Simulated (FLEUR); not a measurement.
# free Ni(111) film, 1 layer: parallel and opposed starts, part 2 of 2

Aim: find out whether free Ni(111) film, 1 layer carries moments, and which collinear order costs least.

FLEUR MaX-R8.1; PBEsol; all-electron FLAPW film, Dirac cores, scalar-relativistic bands.

So far, largest spin moment in the muffin-tin sphere (μB): step 2 (start 1: ferro +) 0.861; step 3 (order 2, typed as antiferro q=(0,1/2,0) +-) 0.509.

## 4. Order 3, typed as no spin polarisation

A spinless run gives the zero against which the gain from the moments is read.

The k list default-1 (kpts.xml, not shown) is a Γ-centred 18×18×1 mesh.

inp.xml

```
<?xml version="1.0" encoding="UTF-8" standalone="no"?>
<fleurInput fleurInputVersion="0.39">
   <comment>
      Ni
   </comment>
   <calculationSetup>
      <cutoffs Kmax="3.66" Gmax="11.0" GmaxXC="11.0" numbands="0"/>
      <scfLoop itmax="120" minDistance="0.00002" maxIterBroyd="15" imix="Anderson" alpha="0.03" precondParam="0.0" spinf="2.0" sdNocoIR="T"/>
      <coreElectrons ctail="T" frcor="F" kcrel="1" coretail_lmax="0"/>
      <xcFunctional name="PBEs" relativisticCorrections="F"/>
      <magnetism jspins="1"/>
      <soc l_soc="F" theta="0.0" phi="0.0" spav="F"/>
      <expertModes spex="0" secvar="F"/>
      <geometryOptimization l_f="F" forcealpha="1.0" forcemix="BFGS" epsdisp="0.00001" epsforce="0.00001"/>
      <ldaU l_linMix="F" mixParam="0.05" spinf="1.0"/>
   </calculationSetup>
   <cell>
      <bzIntegration valenceElectrons="18.0" mode="hist" fermiSmearingEnergy="0.00183747">
         <kPointListSelection listName="default-1"/>
         <xi:include xmlns:xi="http://www.w3.org/2001/XInclude" href="kpts.xml"> </xi:include>
      </bzIntegration>
      <xi:include xmlns:xi="http://www.w3.org/2001/XInclude" href="sym.xml"> </xi:include>
      <filmLattice scale="1.0" dVac="5.28" dTilda="7.78">
         <bravaisMatrixFilm>
            <row-1>    4.7086300406703598     0.0000001262337051</row-1>
            <row-2>   -2.3543151296652853     4.0777931691130949</row-2>
         </bravaisMatrixFilm>
         <vacuumEnergyParameters vacuum="1" spinUp="-.25" spinDown="-.25"/>
      </filmLattice>
   </cell>
   <atomSpecies>
      <species name="Nickel (Ni)" element="Ni" atomicNumber="28">
         <mtSphere radius="2.24" gridPoints="741" logIncrement="0.016"/>
         <atomicCutoffs lmax="8" lnonsphr="6"/>
         <electronConfig flipSpins="F">
            <coreConfig>(1s1/2) (2s1/2) (2p1/2) (2p3/2)</coreConfig>
            <valenceConfig>(3s1/2) (3p1/2) (3p3/2) (4s1/2) (3d3/2) (3d5/2)</valenceConfig>
            <stateOccupation state="(3d3/2)" spinUp="1.600000" spinDown="1.600000"/>
            <stateOccupation state="(3d5/2)" spinUp="2.400000" spinDown="2.400000"/>
         </electronConfig>
         <energyParameters s="4" p="4" d="3" f="4"/>
         <lo type="SCLO" l="0" n="3" eDeriv="0"/>
         <lo type="SCLO" l="1" n="3" eDeriv="0"/>
      </species>
   </atomSpecies>
   <atomGroups>
      <atomGroup species="Nickel (Ni)">
         <filmPos label="                   1">.0000000000 .0000000000 .0000000000</filmPos>
         <force calculate="T" relaxXYZ="TTT"/>
      </atomGroup>
   </atomGroups>
   <output dos="F" band="F" slice="F">
      <bandDOS minEnergy="-.5*Htr" maxEnergy="0.5*Htr" sigma="0.015" storeEVData="T"/>
      <plotting iplot="0" polar="F">
         <plot TwoD="T" vec1="  1.0  0.0  0.0" vec2="  0.0  1.0  0.0" vec3="  0.0  0.0  1.0" zero="  0.0  0.0 -0.5" file="plot"/>
      </plotting>
      <moessbauerParams electricFieldGradient="F" isomerShift="T" coreHyperfine="T" valenceHyperfine="T"/>
   </output>
</fleurInput>
```

crystal.txt

```
Ni
&input film=T cartesian=F /
2.49169971213  0.00000006680  0.00000000000
-1.24584991392  2.15787521590  0.00000000000
0.00000000000  0.00000000000  1.00000000000
1.8897261246
1.0 1.0 1.0

1
28 0.00000000000  0.00000000000  0.00000000000

&kpt div1=18 div2=18 div3=1 gamma=T /
```

On the command line:

```
OMP_NUM_THREADS=1 inpgen -f crystal.txt > inpgen.log  # inp.xml is then edited as shown
OMP_NUM_THREADS=1 mpirun -n 4 fleur_MPI > fleur.log
```

The log of the run:

```text
[banner, memory and clock lines left out]
Welcome to FLEUR        (www.flapw.de)
      MaX-Release 8.1          (www.max-centre.eu)

 ========== k-point set info ==========
 Selected k-point list: default-1
 k-point list type: mesh
 0 x 0 x 0
 Number of k points: 40

 [... set-up left out ...]
 Iteration:     1   Distance:      25.58745342 me/bohr^3
 [... lines of the core solver left out ...]
 Iteration:     2   Distance:      21.28587897 me/bohr^3
 [... lines of the core solver left out ...]
 Iteration:     3   Distance:      12.48804193 me/bohr^3
[...]
<FermiEnergy value="-0.2105522643" units="Htr"/>
         [... left out ...]
         <totalEnergy value="    -1519.4909536824" units="Htr">
            <sumOfEigenvalues value="     -885.5444305158">
               <coreElectrons value="-859.9864250931"/>
               <valenceElectrons value="-25.5580054226"/>
            </sumOfEigenvalues>
         [... left out ...]
            <freeEnergy value="-1519.4926791468"/>
            <extrapolationTo0K value="-1519.4918164146"/>
         </totalEnergy>
         <densityConvergence units="me/bohr^3">
            <chargeDensity spin="1" distance="0.0000155173"/>
         </densityConvergence>
      </iteration>
```

It took 8.3 s on 4 MPI ranks of Arm Neoverse V1, shared host; peak memory 0.17 GiB; 33 s of CPU time.

Numbers from this step:

```
free energy                                                       : -41347.5022 eV
program's band gap on this mesh (in a metal only a level spacing) : 0.002707 eV
final state                                                       : non-magnetic (no spin polarisation)
```

It lies 114 meV a seeded atom over the first start.

## 5. Ranking

Free energies are divided by the number of seeded atoms, so that cells of unlike size compare. Wavevectors q in the names are fractions of the primitive cell's reciprocal vectors.

Orders:

| start | final state | typed order kept | energy over the lowest (meV a seeded atom) | largest sphere moment (μB) | net moment (μB a primitive cell) | mesh matched | CPU time (s) |
| --- | --- | --- | --- | --- | --- | --- | --- |
| ferro + | ferromagnetic | yes | 0 | 0.8614 | 0.7913 | yes | 60.31 |
| antiferro q=(0,1/2,0) +- | antiferromagnetic | yes | 90.59 | 0.5091 | 0 | yes | 338.2 |
| no spin polarisation | non-magnetic | - | 113.7 | 0 | 0 | yes | 32.79 |

## 6. Spin–orbit coupling, moments along z

Spin–orbit coupling ties the spins to the lattice and lets orbital moments form.

A new self-consistent run of the start ferro +, with the moments along z.

inp.xml

```
<?xml version="1.0" encoding="UTF-8" standalone="no"?>
<fleurInput fleurInputVersion="0.39">
   <comment>
      Ni
   </comment>
   <calculationSetup>
      <cutoffs Kmax="3.66" Gmax="11.0" GmaxXC="11.0" numbands="38"/>
      <scfLoop itmax="120" minDistance="0.00002" maxIterBroyd="15" imix="Anderson" alpha="0.03" precondParam="0.0" spinf="2.0" sdNocoIR="T"/>
      <coreElectrons ctail="T" frcor="F" kcrel="1" coretail_lmax="0"/>
      <xcFunctional name="PBEs" relativisticCorrections="F"/>
      <magnetism jspins="2"/>
      <soc l_soc="T" theta="0.0" phi="0.0" spav="F"/>
      <expertModes spex="0" secvar="F"/>
      <geometryOptimization l_f="F" forcealpha="1.0" forcemix="BFGS" epsdisp="0.00001" epsforce="0.00001"/>
      <ldaU l_linMix="F" mixParam="0.05" spinf="1.0"/>
   </calculationSetup>
   <cell>
      <bzIntegration valenceElectrons="18.0" mode="hist" fermiSmearingEnergy="0.00183747">
         <kPointListSelection listName="default-1"/>
         <xi:include xmlns:xi="http://www.w3.org/2001/XInclude" href="kpts.xml"> </xi:include>
      </bzIntegration>
      <xi:include xmlns:xi="http://www.w3.org/2001/XInclude" href="sym.xml"> </xi:include>
      <filmLattice scale="1.0" dVac="5.28" dTilda="7.78">
         <bravaisMatrixFilm>
            <row-1>    4.7086300406703598     0.0000001262337051</row-1>
            <row-2>   -2.3543151296652853     4.0777931691130949</row-2>
         </bravaisMatrixFilm>
         <vacuumEnergyParameters vacuum="1" spinUp="-.25" spinDown="-.25"/>
      </filmLattice>
   </cell>
   <atomSpecies>
      <species name="Nickel (Ni1.000" element="Ni" atomicNumber="28">
         <mtSphere radius="2.24" gridPoints="741" logIncrement="0.016"/>
         <atomicCutoffs lmax="8" lnonsphr="6"/>
         <electronConfig flipSpins="F">
            <coreConfig>(1s1/2) (2s1/2) (2p1/2) (2p3/2)</coreConfig>
            <valenceConfig>(3s1/2) (3p1/2) (3p3/2) (4s1/2) (3d3/2) (3d5/2)</valenceConfig>
            <stateOccupation state="(3d3/2)" spinUp="1.6" spinDown="1.6"/>
            <stateOccupation state="(3d5/2)" spinUp="2.9" spinDown="1.9"/>
         </electronConfig>
         <energyParameters s="4" p="4" d="3" f="4"/>
         <lo type="SCLO" l="0" n="3" eDeriv="0"/>
         <lo type="SCLO" l="1" n="3" eDeriv="0"/>
      </species>
   </atomSpecies>
   <atomGroups>
      <atomGroup species="Nickel (Ni1.000">
         <filmPos label="                   1">.0000000000 .0000000000 .0000000000</filmPos>
         <force calculate="T" relaxXYZ="TTT"/>
      </atomGroup>
   </atomGroups>
   <output dos="F" band="F" slice="F">
      <bandDOS minEnergy="-.5*Htr" maxEnergy="0.5*Htr" sigma="0.015" storeEVData="T"/>
      <plotting iplot="0" polar="F">
         <plot TwoD="T" vec1="  1.0  0.0  0.0" vec2="  0.0  1.0  0.0" vec3="  0.0  0.0  1.0" zero="  0.0  0.0 -0.5" file="plot"/>
      </plotting>
      <moessbauerParams electricFieldGradient="F" isomerShift="T" coreHyperfine="T" valenceHyperfine="T"/>
   </output>
</fleurInput>
```

crystal.txt

```
Ni
&input film=T cartesian=F /
2.49169971213  0.00000006680  0.00000000000
-1.24584991392  2.15787521590  0.00000000000
0.00000000000  0.00000000000  1.00000000000
1.8897261246
1.0 1.0 1.0

1
28 0.00000000000  0.00000000000  0.00000000000 : 1.000

&soc 0.0000000 0.0000000 /
&kpt div1=18 div2=18 div3=1 gamma=T /
```

The log of the run:

```text
[banner, memory and clock lines left out]
Welcome to FLEUR        (www.flapw.de)
      MaX-Release 8.1          (www.max-centre.eu)

 ========== k-point set info ==========
 Selected k-point list: default-1
 k-point list type: mesh
 18 x 18 x 1
 Number of k points: 56

 [... set-up left out ...]
 Iteration:     1   Distance:      21.24639329 me/bohr^3
 [... lines of the core solver left out ...]
 Iteration:     2   Distance:      17.52531487 me/bohr^3
 [... lines of the core solver left out ...]
 Iteration:     3   Distance:       8.63238414 me/bohr^3
 [... lines of the core solver left out ...]
 Iteration:     4   Distance:       8.93544902 me/bohr^3
 [... lines of the core solver left out ...]
 Iteration:     5   Distance:       5.30099332 me/bohr^3
 [... lines of the core solver left out ...]
 Iteration:     6   Distance:       6.94096172 me/bohr^3
 [... lines of the core solver left out ...]
 Iteration:     7   Distance:       2.88497817 me/bohr^3
 [... lines of the core solver left out ...]
 Iteration:     8   Distance:       2.58448057 me/bohr^3
 [... lines of the core solver left out ...]
 Iteration:     9   Distance:       2.24720029 me/bohr^3
 [... lines of the core solver left out ...]
 Iteration:    10   Distance:       0.66675605 me/bohr^3
 [... lines of the core solver left out ...]
 Iteration:    11   Distance:       0.29710930 me/bohr^3
 [... lines of the core solver left out ...]
 Iteration:    12   Distance:       0.10198962 me/bohr^3
 [... lines of the core solver left out ...]
 Iteration:    13   Distance:       0.09869467 me/bohr^3
 [... lines of the core solver left out ...]
[... rest left out ...]

--- out.xml (last complete iteration) ---
<iteration numberForCurrentRun="   24" overallNumber="   24">
         [... left out ...]
         <bandgap value="0.0000000000" units="eV"/>
         <sumValenceSingleParticleEnergies value="-25.6202344289" units="Htr"/>
         <FermiEnergy value="-0.2014364583" units="Htr"/>
         [... left out ...]
         <magneticMomentsInMTSpheres units="muBohr">
            <globalMagMoment atomType="1" vec="0.00000   0.00000   0.85500"/>
         </magneticMomentsInMTSpheres>
         <orbitalMomentsInMTSpheres units="muBohr">
            <globalMagMoment atomType="1" vec="0.00000   0.00000   0.07125"/>
         </orbitalMomentsInMTSpheres>
         [... left out ...]
         <totalEnergy value="    -1519.4970714607" units="Htr">
            <sumOfEigenvalues value="     -885.6343670236">
               <coreElectrons value="-860.0141325948"/>
               <valenceElectrons value="-25.6202344289"/>
            </sumOfEigenvalues>
         [... left out ...]
            <freeEnergy value="-1519.4977701914"/>
            <extrapolationTo0K value="-1519.4974208260"/>
         </totalEnergy>
         <densityConvergence units="me/bohr^3">
            <chargeDensity spin="1" distance="0.0000046325"/>
            <chargeDensity spin="2" distance="0.0000116896"/>
            <overallChargeDensity distance="0.0000130362"/>
            <spinDensity distance="0.0000120943"/>
         </densityConvergence>
      </iteration>
```

Run time: 22 s. Hardware: 4 MPI ranks; peak memory 0.21 GiB; 87 s of CPU time.

This step gave:

| Item | Value |
| --- | --- |
| free energy | -41347.6407 eV |
| program's band gap on this mesh (in a metal only a level spacing) | 0 eV |
| magnetization | 0.786 μB |
| final state | ferromagnetic |
| largest moment | 0.855 μB |
| orbital moment along the spin | 0.07125 μB |

Orbital moment in the sphere, along the spin axis by atom:

| atom | orbital moment in the sphere, along the spin axis (μB) |
| --- | --- |
| Ni1 | 0.0712 |

Fields along z, the direction of positive moments; semicore shells count as valence. Hyperfine fields at the nuclei:

| atom | core contact (T) | valence contact (T) | dipolar (T) | orbital (T) | sum (T) | density at the nucleus (e/bohr³) |
| --- | --- | --- | --- | --- | --- | --- |
| Ni1 | -26.8 | 9.172 | 0.425 | 6.109 | -11.09 | 19651 |

## 7. What came out

```yaml
lowest_state_found: ferromagnetic (typed ferro +)
largest_site_spin_moment: 0.861 μB
next_finished_state: antiferromagnetic, 90.6 meV a seeded atom higher
energy_gained_by_spin_polarisation: 114 meV a seeded atom
hyperfine_field_at_ni1_along_its_moment: -11.1 T
orbital_moment_on_the_atom_of_largest_spin_along_its_spin_spin_orbit_run: 0.0712 μB
```

In words: The lowest state found is ferromagnetic, reached from the start ferro +, with moments up to 0.861 μB. The next finished state costs 91 meV a seeded atom. At Ni1 the core shells give -26.8 T and the valence and semicore s states 9.17 T along the moment, -20.6 T per μB together; orbital and dipolar parts add 6.5 T. Semilocal functionals tend to give too weak a core polarisation. The orbital moment is parallel to the spin, as Hund's third rule has it for a shell over half filled. This is the lowest of 3 finished starts, no proof of the ground state.

[Logs and program files are shortened in this print: banners, set-up blocks, solver, clock and traceback lines can be left out without a mark of their own.]

[Logs are printed without paths, hosts, clocks, repeated set-up lines and the standing remarks that a program may print on its own settings, such as how far it seeks lower states.]

[Hosts, paths, dates, database ids (printed as entryN), source tags and the programs' standing remarks are cut or masked in the printed files.]

[Where a cell is said to come from a database of computed structures, the database is the Materials Project.]
